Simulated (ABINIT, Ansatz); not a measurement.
**CdS (Greenockite): bands and cutoff in G0W0 with ABINIT**

Wanted: a converged G0W0 gap of CdS (Greenockite), or an estimate of the limit.

Main program and level: ABINIT 10.8.3; PBE and many-body steps on it, plane waves.

Report form: the programs' logs are mostly left out.

The database entry behind the starting cell differs from later determinations by our own check (about 0.35 % long), so it need not match the best structure at ambient conditions.

### 1. Set-up

The structure is hexagonal, space group P6_3mc (No. 186). Conventional cell: a = 4.150 Å, b = 4.150 Å, c = 6.737 Å, α = 90.00°, β = 90.00°, γ = 120.00°. Cd has 4 S at 2.53 to 2.54 Å nearest. Nearest to S lie 4 Cd at 2.53 to 2.54 Å. Farther neighbours and most contacts between anions are not listed.

The cell and positions come from the Crystallography Open Database and are kept as given unless a step says otherwise.

### 2. Empty states on the mesh, 3×3×2 mesh, 475 bands

This step: ABINIT 10.8.3; DFT, PBE, plane waves, norm-conserving pseudopotentials.

The sums over transitions need many empty states on a uniform mesh; this step solves for them.

Contents of run.abi:

```
acell 3*1.0 Angstrom
rprim 
  4.149999999997 0.000000000001 0.000000000000
  -2.074999999999 3.594005425702 0.000000000000
  0.000000000000 0.000000000000 6.737000000000
ntypat 2
znucl 48 16
natom 4
typat 1 1 2 2
xred 
  0.333333333333 0.666666666667 0.000000000000
  0.666666666667 0.333333333333 0.500000000000
  0.333333333333 0.666666666667 0.375000000000
  0.666666666667 0.333333333333 0.875000000000
pp_dirpath "pseudos"
pseudos "Cd.upf, S.upf"
ecut 47
ngkpt 3 3 2
nshiftk 1
shiftk 0 0 0
kptopt 1
chksymbreak 0
iscf -2
irdden 1
istwfk *1
nband 475
nbdbuf 42
tolwfr 1e-09
nstep 60
prtvol 0
indata_prefix "in"
outdata_prefix "out"
tmpdata_prefix "tmp"
```

On the command line:

```
> OMP_NUM_THREADS=1 mpirun -n 4 abinit run.abi > log
```

The job ended after 18 min (4 MPI ranks of Arm Neoverse V1, shared host; peak memory 0.84 GiB).

This step gave:

```
gap                                                           : 1.175 eV
k of the valence top                                          : 0, 0, 0
k of the conduction bottom                                    : 0, 0, 0
least direct gap                                              : 1.175 eV
k points computed                                             : 6
lowest point of the top converged band, above the valence top : 138.5805 eV
```

On this mesh the gap is 1.175 eV.

The density comes from a self-consistent run that is not shown.

### 3. Screening, 3×3×2 mesh, 76 bands, screening to 76.2 eV

The RPA dielectric matrix is built and inverted for each q.

This step: RPA screening on PBE, plane waves, norm-conserving pseudopotentials.

run.abi: that of step 2 with these lines changed.

```diff
@@ -22,10 +22,11 @@
 chksymbreak 0
-iscf -2
-irdden 1
 istwfk *1
-nband 475
-nbdbuf 42
-tolwfr 1e-09
-nstep 60
-prtvol 0
+occopt 1
+irdwfk 1
+optdriver 3
+nband 76
+ecuteps 2.8
+inclvkb 2
+awtr 1
+symchi 1
 indata_prefix "in"
```

Elapsed: 24 s, on 4 MPI ranks; peak memory 1.1 GiB; 96 s of CPU time.

This step gave:

```yaml
eps_infinity_with_local_fields_on_this_mesh_along_the_program_s_q_direction: 13.91
the_same_without_local_fields: 14.65
plasma_frequency: 26.71 eV
plane_waves_in_the_screening_matrix: 135
```

Local fields lower ε∞ by 5 %. On a Γ-centred mesh this coarse the value itself is usually too large, while a short band sum pulls it down.

### 4. 76 bands, 76.2 eV

The self-energy is evaluated for the states that the input lists, and the levels follow from it, in one-shot runs by the linearised quasiparticle equation.

This step: G0W0 on PBE, plane waves, norm-conserving pseudopotentials.

run.abi: that of step 3 with these lines changed.

```diff
@@ -25,8 +25,15 @@
 irdwfk 1
-optdriver 3
+optdriver 4
 nband 76
+gwcalctyp 0
+ecutsigx 47
+symsigma 1
+nkptgw 1
+kptgw 
+  0.0000000000 0.0000000000 0.0000000000
+bdgw 
+  25 28
 ecuteps 2.8
-inclvkb 2
-awtr 1
-symchi 1
+irdscr 1
+ppmodel 1
 indata_prefix "in"
```

Elapsed: 4.4 s, on 4 MPI ranks; peak memory 0.9 GiB.

This step gave:

```
G0W0 gap on the points computed              : 2.055 eV
starting gap on the mesh                     : 1.175 eV
k of the valence top                         : 0, 0, 0
k of the conduction bottom                   : 0, 0, 0
Z at the valence top                         : 0.786
Z at the conduction bottom                   : 0.814
least direct G0W0 gap on the computed points : 2.055 eV
```

The gap on the mesh goes from 1.18 eV to 2.06 eV, a correction of +0.88 eV.

### 5. Screening, 3×3×2 mesh, 192 bands, screening to 141.5 eV

This step: RPA screening on PBE, plane waves, norm-conserving pseudopotentials.

run.abi: that of step 4 with these lines changed.

```diff
@@ -25,15 +25,8 @@
 irdwfk 1
-optdriver 4
-nband 76
-gwcalctyp 0
-ecutsigx 47
-symsigma 1
-nkptgw 1
-kptgw 
-  0.0000000000 0.0000000000 0.0000000000
-bdgw 
-  25 28
-ecuteps 2.8
-irdscr 1
-ppmodel 1
+optdriver 3
+nband 192
+ecuteps 5.2
+inclvkb 2
+awtr 1
+symchi 1
 indata_prefix "in"
```

Run time: 94 s. Hardware: 4 MPI ranks; peak memory 1.7 GiB.

Numbers from this step:

```
ε∞ with local fields, on this mesh, along the program's q direction : 13.92
the same without local fields                                       : 14.73
plasma frequency                                                    : 26.71 eV
plane waves in the screening matrix                                 : 379
```

### 6. 192 bands, 141.5 eV

This step: G0W0 on PBE, plane waves, norm-conserving pseudopotentials.

run.abi: that of step 5 with these lines changed.

```diff
@@ -25,8 +25,15 @@
 irdwfk 1
-optdriver 3
+optdriver 4
 nband 192
+gwcalctyp 0
+ecutsigx 47
+symsigma 1
+nkptgw 1
+kptgw 
+  0.0000000000 0.0000000000 0.0000000000
+bdgw 
+  25 28
 ecuteps 5.2
-inclvkb 2
-awtr 1
-symchi 1
+irdscr 1
+ppmodel 1
 indata_prefix "in"
```

Run time: 12 s. Hardware: 4 MPI ranks; peak memory 1.3 GiB.

Numbers from this step:

| Property | Result |
| --- | --- |
| G0W0 gap on the points computed | 2.018 eV |
| starting gap on the mesh | 1.175 eV |
| k of the valence top | 0, 0, 0 |
| k of the conduction bottom | 0, 0, 0 |
| Z at the valence top | 0.779 |
| Z at the conduction bottom | 0.812 |
| least direct G0W0 gap on the computed points | 2.018 eV |

Against G0W0 in ABINIT (3×3×2 mesh, 76 bands, screening to 76.2 eV, Godby-Needs plasmon pole), the gap moves by −0.037 eV.

### 7. Screening, 3×3×2 mesh, 433 bands, screening to 217.7 eV

This step: RPA screening on PBE, plane waves, norm-conserving pseudopotentials.

run.abi: that of step 6 with these lines changed.

```diff
@@ -25,15 +25,8 @@
 irdwfk 1
-optdriver 4
-nband 192
-gwcalctyp 0
-ecutsigx 47
-symsigma 1
-nkptgw 1
-kptgw 
-  0.0000000000 0.0000000000 0.0000000000
-bdgw 
-  25 28
-ecuteps 5.2
-irdscr 1
-ppmodel 1
+optdriver 3
+nband 433
+ecuteps 8
+inclvkb 2
+awtr 1
+symchi 1
 indata_prefix "in"
```

The job ended after 6.6 min (4 MPI ranks; peak memory 3.5 GiB).

Numbers from this step:

| Quantity | Value |
| --- | --- |
| ε∞ with local fields, on this mesh, along the program's q direction | 13.91 |
| the same without local fields | 14.74 |
| plasma frequency | 26.71 eV |
| plane waves in the screening matrix | 713 |

### 8. 433 bands, 217.7 eV

This step: G0W0 on PBE, plane waves, norm-conserving pseudopotentials.

run.abi: that of step 7 with these lines changed.

```diff
@@ -25,8 +25,15 @@
 irdwfk 1
-optdriver 3
+optdriver 4
 nband 433
+gwcalctyp 0
+ecutsigx 47
+symsigma 1
+nkptgw 1
+kptgw 
+  0.0000000000 0.0000000000 0.0000000000
+bdgw 
+  25 28
 ecuteps 8
-inclvkb 2
-awtr 1
-symchi 1
+irdscr 1
+ppmodel 1
 indata_prefix "in"
```

It took 66 s on 4 MPI ranks; peak memory 3.6 GiB; 4.4 min of CPU time.

Numbers from this step:

| Property | Result |
| --- | --- |
| G0W0 gap on the points computed | 2.082 eV |
| starting gap on the mesh | 1.175 eV |
| k of the valence top | 0, 0, 0 |
| k of the conduction bottom | 0, 0, 0 |
| least direct G0W0 gap on the computed points | 2.082 eV |

Against G0W0 in ABINIT (3×3×2 mesh, 192 bands, screening to 141.5 eV, Godby-Needs plasmon pole), the gap moves by +0.064 eV.

### 9. Side by side

Times are wall times on 4 MPI ranks of Arm Neoverse V1, shared host, good to a factor of about two. A run's time includes the screening step that it read.

| run | mesh | bands | screening cutoff (eV) | DFT gap (eV) | gap on the mesh (eV) | direct (eV) | ε∞ used | time |
| --- | --- | --- | --- | --- | --- | --- | --- | --- |
| 76 bands, 76.2 eV | 3×3×2 | 76 | 76.2 | 1.175 | 2.055 | 2.055 | 13.91 | 29 s |
| 192 bands, 141.5 eV | 3×3×2 | 192 | 141.5 | 1.175 | 2.018 | 2.018 | 13.92 | 1.8 min |
| 433 bands, 217.7 eV | 3×3×2 | 433 | 217.7 | 1.175 | 2.082 | 2.082 | 13.91 | 7.7 min |

### 10. Results

```json
{"76 bands, 76.2 eV": "2.055 eV", "192 bands, 141.5 eV": "2.018 eV", "433 bands, 217.7 eV": "2.082 eV", "known limits": "not at the basis limit; no spin-orbit coupling; coarse k mesh"}
```

In words: From the first rung to the last the gap moves by +0.03 eV for 16 times the time. The gap turns back along the series, so no limit is drawn from it. In the G0W0 runs levels were corrected at 1 k point alone, so a gap called «on the mesh» is the least over those, and an edge elsewhere would be missed. The 3×3×2 mesh is coarse for this cell, which bears on the long-range parts of exchange and screening. The many-body steps are scalar-relativistic: spin-orbit coupling is not in them.

[Paths, hosts, dates, memory and timing lines, banners, echoed tables and standing remarks are left out of the program output.]

[Logs are printed without paths, hosts, clocks, repeated set-up lines and the standing remarks that a program may print on its own settings, such as how far it seeks lower states.]

[Runs of the session that timed out or met a known fault of the program may be left out.]

[Hosts, paths, dates, database ids (printed as entryN), source tags and the programs' standing remarks are cut or masked in the printed files.]

[G0W0 gaps are taken among the corrected bands and points alone; a level outside them can change the order at an edge.]

[Where Ansatz stands beside ABINIT at settings called matched, ABINIT's density can come from a denser mesh and the files from another edition; pairs whose starting gaps differed by over 0.03 eV were left out, so agreement reads better than it is.]
